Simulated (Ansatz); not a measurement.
**Cu(111) slab, 3 layers: the cell at rest**

Task: relax Cu(111) slab, 3 layers tightly.

Calculated with Ansatz 0.2.0; DFT PBEsol, scalar-relativistic, plane waves, PAW.

Most raw output is cut from this account.

## (1) The starting structure

The cell holds 3 atoms: 3 Cu. Its edges and angles: a = 2.553 Å, b = 2.553 Å, c = 17.168 Å, α = 90.0°, β = 90.0°, γ = 120.0°. Vacuum lies along c.

## (2) Probe on a coarse mesh

A quick single point on a coarse mesh tells whether the cell has a gap and how far it is from rest, which sets the k mesh and smearing that follow.

The program solves this slab on a cell height of its own, 32.1 Å, in place of the one typed.

File input.yaml:

```yaml
crystal:
  lattice:
    - [2.55266, 0.0, 0.0]
    - [-1.27633, 2.21066, 0.0]
    - [0.0, 0.0, 17.16847]
  atoms:
    - { symbol: Cu, position: [0.0, 0.0, 0.378601] }
    - { symbol: Cu, position: [0.333333, 0.666667, 0.5] }
    - { symbol: Cu, position: [0.666667, 0.333333, 0.621399] }
  periodic: [true, true, false]
kpoints:
  mp_grid: { grid: [9, 9, 1] }
hamiltonian:
  xc: pbesol
scf:
  occupations: { method: gaussian, width: 0.1 }
output:
  forces: true
  stress: true
  eigenvalues: true
```

On the command line:

```sh
ansatz run input.yaml --threads 8 --pin off --max-ram 14336MiB --backend cpu --events-out ev --progress --plain --runs-dir out
```

The job ended after 0.88 s (8 threads of Arm Neoverse V2, shared host; peak memory 0.59 GiB).

Numbers from this step:

* gap on the k-mesh: 0 eV
* area per atom: 1.881 Å²

The coarse mesh shows no gap.

## (3) Bringing the structure to rest

The cell and atoms are relaxed, since residual forces and stress would shift the frequencies.

The program solves this slab on a cell height of its own, 32.1 Å, in place of the one typed.

Changes to input.yaml since step 2:

```diff
@@ -11,3 +11,3 @@
 kpoints:
-  mp_grid: { grid: [9, 9, 1] }
+  mp_grid: { grid: [15, 15, 1] }
 hamiltonian:
@@ -20 +20,10 @@
   eigenvalues: true
+  write_density: true
+  write_potential: true
+  elf: true
+  volumetric_format: npy
+relax:
+  adjacent_minimum: "off"
+  f_tol: 0.005
+  max_steps: 80
+  cell: { stress_2d_tol: 0.02 }
```

Wall time 15 s (8 threads); peak memory 0.69 GiB; 1.8 min of CPU time.

Step by step:

| step | energy less that of the first step (eV) | largest force component (eV/Å) | volume (Å³) |
| --- | --- | --- | --- |
| 1 | 0.0000 | 0.3123 | 181.35 |
| 2 | -0.0679 | 0.1470 | 176.37 |
| 3 | -0.0955 | 0.0303 | 169.31 |
| 4 | -0.0961 | 0.0130 | 170.99 |
| 5 | -0.0964 | 0.0001 | 170.42 |
| 6* | -0.0945 | 0.0001 | 170.42 |
| 7 | -0.0945 | 0.0000 | 170.45 |
| 8* | -0.0945 | 0.0000 | 170.45 |

Relaxation steps marked * repeat the geometry before them on a plane-wave basis chosen anew for their cell, so energy and pressure can jump there.

Forces are held to the 12 operations that the run works with; a distortion that breaks them can't arise in this run.

| cell as run | before | after | change |
| --- | --- | --- | --- |
| a (Å) | 2.553 | 2.475 | -3.1 % |
| b (Å) | 2.553 | 2.475 | -3.1 % |

The atoms that moved most (Å, along periodic axes as changes of fractional coordinates times the final cell, across vacuum about the mean position):

| atom | dx | dy | dz | length |
| --- | --- | --- | --- | --- |
| Cu3 | 0.000 | 0.000 | -0.028 | 0.028 |
| Cu1 | 0.000 | 0.000 | 0.028 | 0.028 |

The relaxed structure:

```
Cu
1.0
     2.47476    0.00000    0.00000
    -1.23738    2.14320    0.00000
     0.00000    0.00000   32.13694
Cu
3
Cartesian
  0.0000 0.0000 6.5275
  0.0000 1.4288 8.5842
  1.2374 0.7144 10.6410
```

This step gave:

- area per atom: 1.768 Å²

Electrostatic potential energy in the ac plane at fractional y = 0.000, with atoms of Cu within 0.2 Å of it. With pseudopotentials it is smooth inside the atoms' cores, unlike the true potential.

Values in eV, 24 rows by 13 columns, each cell a mean:
```
  0   0   0   0   0   0   0   0   0   0   0   0   0
  0   0   0   0   0   0   0   0   0   0   0   0   0
  0   0   0   0   0   0   0   0   0   0   0   0   0
  0   0   0   0   0   0   0   0   0   0   0   0   0
  0   0   0   0   0   0   0   0   0   0   0   0   0
  0   0   0   0   0   0   0   0   0   0   0   0   0
  0   0   0   0   0   0   0   0   0   0   0   0   0
  0   0   0   0   0   0   0   0   0   0   0   0   0
  0   0   0   0   0   0   0   0   0   0   0   0   0
  0   0   0   0   0   0   0   0   0   0   0   0   0
  0   0   0   0   0   0   0   0   0   0   0   0   0
  0   0   0   0   0   0   0   0   0   0   0   0   0
  0   0   0   0   0   0   0   0   0   0   0   0   0
  0   0   0   0   0   0   0   0   0   0   0   0   0
  0   0   0   0   0   0   0   0   0   0   0   0   0
 -3  -3  -4  -5  -9 -12 -14 -14 -12  -9  -5  -4  -3
 -3  -3  -4  -6  -9 -13 -14 -14 -13  -9  -6  -4  -3
 -4  -4  -6  -8 -13 -20 -22 -22 -20 -13  -8  -6  -4
-19 -19 -18 -16 -12  -7  -6  -6  -7 -12 -16 -18 -19
-22 -21 -20 -18 -13  -6  -4  -4  -6 -13 -18 -20 -21
 -1  -1  -1  -1   0   0   0   0   0   0  -1  -1  -1
  0   0   0   0   0   0   0   0   0   0   0   0   0
  0   0   0   0   0   0   0   0   0   0   0   0   0
  0   0   0   0   0   0   0   0   0   0   0   0   0
```
Columns run along a (2.5 Å; values clipped at the 3rd and 97th percentile), rows up along c (32.1 Å). Atoms in or near the plane, at fractional coordinates: Cu at (0.00, 0.20).

ELF in the ac plane at fractional y = 0.000, with atoms of Cu within 0.2 Å of it. It is the smooth field of the valence electrons, not physical close to the nuclei.

Ten even steps from '0' (0.00) to '9' (0.43), each cell a mean:
```
0000000000000
0000000000000
0000000000000
0000000000000
0000000000000
0000000000000
0000000000000
0000000000000
0000000000000
0000000000000
0000000000000
0000000000000
0000000000000
0000000000000
2222222222222
7654444444456
6554444444455
6654444444456
8864445544468
9964445544469
1122222222221
0000000000000
0000000000000
0000000000000
```
Columns run along a (2.5 Å), rows up along c (32.1 Å). Atoms in or near the plane, at fractional coordinates: Cu at (0.00, 0.20).

Valence density in the ac plane at fractional y = 0.000, with atoms of Cu within 0.2 Å of it. It is the smooth field of the valence electrons, not physical close to the nuclei.

Ten steps, logarithmic in the rise over the least value, from '_' (0 e/Å³) to '@' (19 e/Å³), each cell a mean:
```
__________________________
__________________________
__________________________
__________________________
__________________________
__________________________
__________________________
__________________________
__________________________
__________________________
__________________________
__________________________
__________________________
__________________________
__________________________
........::::----::::......
........::::----::::::....
......::::--====--::::....
@@%%**==::::....::::==**%%
@@@@##==::........::==##@@
__________________________
__________________________
__________________________
__________________________
```
Columns run along a (2.5 Å), rows up along c (32.1 Å). Atoms in or near the plane, at fractional coordinates: Cu at (0.00, 0.20).

## (4) Relaxing to small forces for the phonons

Phonons need a cell at rest on their own settings, so the relaxation is repeated with tight tolerances on forces and stress, using the mesh and the filling of the phonon run that follows.

input.yaml, the sections that differ from step 3:

```yaml
crystal:
  lattice:
    - [2.474758559, 0.0, 0.0]
    - [-1.2373792795, 2.1432037804, 0.0]
    - [0.0, 0.0, 32.1369403581]
  atoms:
    - { symbol: Cu, position: [0.0, 0.0, 0.2031153403] }
    - { symbol: Cu, position: [0.3333333333, 0.6666666667, 0.2671142587] }
    - { symbol: Cu, position: [0.6666666667, 0.3333333333, 0.331113177] }
  periodic: [true, true, false]
kpoints:
  mp_grid: { grid: [18, 18, 1] }
scf:
  occupations: { method: methfessel_paxton, width: 0.15 }
relax:
  adjacent_minimum: "off"
  f_tol: 0.001
  max_steps: 60
  cell: { stress_2d_tol: 0.002 }
# hamiltonian, output: as in step 3
```

Run time: 17 s. Hardware: 8 threads; peak memory 0.73 GiB.

The steps of the relaxation:

| step | energy less that of the first step (eV) | largest force component (eV/Å) | volume (Å³) |
| --- | --- | --- | --- |
| 1 | 0.0000 | 0.0285 | 170.45 |
| 2 | -0.0003 | 0.0202 | 170.26 |
| 3 | -0.0006 | 0.0008 | 169.72 |
| 4 | -0.0006 | 0.0000 | 169.76 |
| 5* | -0.0005 | 0.0000 | 169.76 |
| 6 | -0.0005 | 0.0000 | 169.76 |
| 7* | -0.0005 | 0.0000 | 169.76 |

Relaxation steps marked * repeat the geometry before them on a plane-wave basis chosen anew for their cell, so energy and pressure can jump there.

Forces are held to the 12 operations that the run works with; a distortion that breaks them can't arise in this run.

| cell as run | before | after | change |
| --- | --- | --- | --- |
| a (Å) | 2.475 | 2.470 | -0.2 % |
| b (Å) | 2.475 | 2.470 | -0.2 % |

Final coordinates:

```cif
data_structure
_symmetry_space_group_name_H-M 'P 1'
_symmetry_Int_Tables_number 1
_cell_length_a 2.4697
_cell_length_b 2.4697
_cell_length_c 32.1369
_cell_angle_alpha 90.000
_cell_angle_beta 90.000
_cell_angle_gamma 120.000
_cell_volume 169.76
loop_
_atom_site_label
_atom_site_type_symbol
_atom_site_fract_x
_atom_site_fract_y
_atom_site_fract_z
_atom_site_occupancy
Cu1 Cu 0.00000 0.00000 0.20281 1
Cu2 Cu 0.33333 0.66667 0.26711 1
Cu3 Cu 0.66667 0.33333 0.33141 1
```

This step gave:

```
area per atom : 1.761 Å²
```

Valence density in the ac plane at fractional y = 0.000, with atoms of Cu within 0.2 Å of it. It is the smooth field of the valence electrons, not physical close to the nuclei.

Ten steps, logarithmic in the rise over the least value, from '0' (0 e/Å³) to '9' (19 e/Å³), each cell a mean:
```
0000000000000
0000000000000
0000000000000
0000000000000
0000000000000
0000000000000
0000000000000
0000000000000
0000000000000
0000000000000
0000000000000
0000000000000
0000000000000
0000000000000
0000000000000
1111223322111
1111223322111
1112234432211
8864221122468
9974211112479
0000000000000
0000000000000
0000000000000
0000000000000
```
Columns run along a (2.5 Å), rows up along c (32.1 Å). Atoms in or near the plane, at fractional coordinates: Cu at (0.00, 0.20).

Electrostatic potential energy in the ac plane at fractional y = 0.000, with atoms of Cu within 0.2 Å of it. With pseudopotentials it is smooth inside the atoms' cores, unlike the true potential.

Ten even steps from '_' (-22 eV) to '@' (0 eV), each cell a mean:
```
@@@@@@@@@@@@@@@@@@@@@@@@@@
@@@@@@@@@@@@@@@@@@@@@@@@@@
@@@@@@@@@@@@@@@@@@@@@@@@@@
@@@@@@@@@@@@@@@@@@@@@@@@@@
@@@@@@@@@@@@@@@@@@@@@@@@@@
@@@@@@@@@@@@@@@@@@@@@@@@@@
@@@@@@@@@@@@@@@@@@@@@@@@@@
@@@@@@@@@@@@@@@@@@@@@@@@@@
@@@@@@@@@@@@@@@@@@@@@@@@@@
@@@@@@@@@@@@@@@@@@@@@@@@@@
@@@@@@@@@@@@@@@@@@@@@@@@@@
@@@@@@@@@@@@@@@@@@@@@@@@@@
@@@@@@@@@@@@@@@@@@@@@@@@@@
@@@@@@@@@@@@@@@@@@@@@@@@@@
@@@@@@@@@@@@@@@@@@@@@@@@@@
%%%%%%##**==----==**##%%%%
%%%%%%##++==----==++##%%%%
%%####**--..____..--**####
......::==**####**==::....
____....--##%%%%##--....__
@@@@@@@@@@@@@@@@@@@@@@@@@@
@@@@@@@@@@@@@@@@@@@@@@@@@@
@@@@@@@@@@@@@@@@@@@@@@@@@@
@@@@@@@@@@@@@@@@@@@@@@@@@@
```
Columns run along a (2.5 Å; values clipped at the 3rd and 97th percentile), rows up along c (32.1 Å). Atoms in or near the plane, at fractional coordinates: Cu at (0.00, 0.20).

ELF in the ac plane at fractional y = 0.000, with atoms of Cu within 0.2 Å of it. It is the smooth field of the valence electrons, not physical close to the nuclei.

Values, 24 rows by 13 columns, each cell a mean:
```
0.00 0.00 0.00 0.00 0.00 0.00 0.00 0.00 0.00 0.00 0.00 0.00 0.00
0.00 0.00 0.00 0.00 0.00 0.00 0.00 0.00 0.00 0.00 0.00 0.00 0.00
0.00 0.00 0.00 0.00 0.00 0.00 0.00 0.00 0.00 0.00 0.00 0.00 0.00
0.00 0.00 0.00 0.00 0.00 0.00 0.00 0.00 0.00 0.00 0.00 0.00 0.00
0.00 0.00 0.00 0.00 0.00 0.00 0.00 0.00 0.00 0.00 0.00 0.00 0.00
0.00 0.00 0.00 0.00 0.00 0.00 0.00 0.00 0.00 0.00 0.00 0.00 0.00
0.00 0.00 0.00 0.00 0.00 0.00 0.00 0.00 0.00 0.00 0.00 0.00 0.00
0.00 0.00 0.00 0.00 0.00 0.00 0.00 0.00 0.00 0.00 0.00 0.00 0.00
0.00 0.00 0.00 0.00 0.00 0.00 0.00 0.00 0.00 0.00 0.00 0.00 0.00
0.00 0.00 0.00 0.00 0.00 0.00 0.00 0.00 0.00 0.00 0.00 0.00 0.00
0.00 0.00 0.00 0.00 0.00 0.00 0.00 0.00 0.00 0.00 0.00 0.00 0.00
0.00 0.00 0.00 0.00 0.00 0.00 0.00 0.00 0.00 0.00 0.00 0.00 0.00
0.00 0.00 0.00 0.00 0.00 0.00 0.00 0.00 0.00 0.00 0.00 0.00 0.00
0.01 0.01 0.01 0.01 0.01 0.01 0.01 0.01 0.01 0.01 0.01 0.01 0.01
0.11 0.11 0.11 0.10 0.10 0.10 0.10 0.10 0.10 0.10 0.10 0.11 0.11
0.31 0.29 0.24 0.20 0.19 0.18 0.18 0.18 0.18 0.18 0.20 0.24 0.29
0.26 0.25 0.23 0.20 0.19 0.19 0.19 0.19 0.19 0.19 0.20 0.23 0.25
0.28 0.26 0.22 0.18 0.17 0.18 0.19 0.19 0.18 0.17 0.18 0.22 0.26
0.38 0.35 0.27 0.21 0.19 0.20 0.22 0.22 0.20 0.19 0.21 0.27 0.35
0.43 0.39 0.28 0.20 0.18 0.20 0.25 0.25 0.20 0.18 0.20 0.28 0.39
0.09 0.09 0.09 0.10 0.10 0.11 0.11 0.11 0.11 0.10 0.10 0.09 0.09
0.01 0.01 0.01 0.01 0.01 0.01 0.01 0.01 0.01 0.01 0.01 0.01 0.01
0.00 0.00 0.00 0.00 0.00 0.00 0.00 0.00 0.00 0.00 0.00 0.00 0.00
0.00 0.00 0.00 0.00 0.00 0.00 0.00 0.00 0.00 0.00 0.00 0.00 0.00
```
Columns run along a (2.5 Å), rows up along c (32.1 Å). Atoms in or near the plane, at fractional coordinates: Cu at (0.00, 0.20).

The largest force component left is 0.0064 meV/Å, within the tolerances set.

## (5) What came out

```json
{
  "space group after relaxation (within 0.01 Å)": "P-3m1",
  "lattice constant a": "2.470 Å",
  "lattice constant b": "2.470 Å",
  "area per atom": "1.76 Å²"
}
```

The largest force component left is 0.0064 meV/Å, within the tolerances set. The relaxation keeps the symmetry of its start, so it says nothing on stability against lower symmetry. The starting cell was built on a prototype and not taken from a measurement.

[Logs are printed without paths, hosts, clocks, repeated set-up lines and the standing remarks that a program may print on its own settings, such as how far it seeks lower states.]

[Hosts, paths, dates, database ids (printed as entryN), source tags and the programs' standing remarks are cut or masked in the printed files.]
